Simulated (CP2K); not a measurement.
Two runs for the S L₂,₃ edge of 5-methylthiopyrimidine. Run A: CP2K XAS_TDP, all-electron GAPW, PBEh(45%), aug-cc-pVDZ, TDA, ZORA, spin–orbit coupling. Run B differs in one setting.

First lines with a strength over 0.0003. A:

```csv
atom,energy (eV),states,"strength, one atom"
S2 (bonded to 2 C),163.98,1,0.0019
,164.23,1,0.0015
,164.99,2,0.0006
,165.06,2,0.0005
,165.09,5,0.0009
```

B:

```csv
atom,energy (eV),states,"strength, one atom"
S2 (bonded to 2 C),167.03,2,0.0019
,167.28,1,0.0016
,168.05,2,0.0007
,168.14,2,0.0005
,168.15,1,0.0007
```

Which was it: the functional, the basis, GW2X switched on?

GW2X switched on. GW2X shifts the lines nearly together; each 2p level gets its own shift. The lowest line over the strength cut lies at 167.03 eV, against 163.98 eV (PBEh(45%), aug-cc-pVDZ).

[Banner, clock and machine lines of the logs are left out without a mark of their own.]

[Logs are printed without paths, hosts, clocks, repeated set-up lines and the standing remarks that a program may print on its own settings, such as how far it seeks lower states.]

[Hosts, paths, dates, database ids (printed as entryN), source tags and the programs' standing remarks are cut or masked in the printed files.]
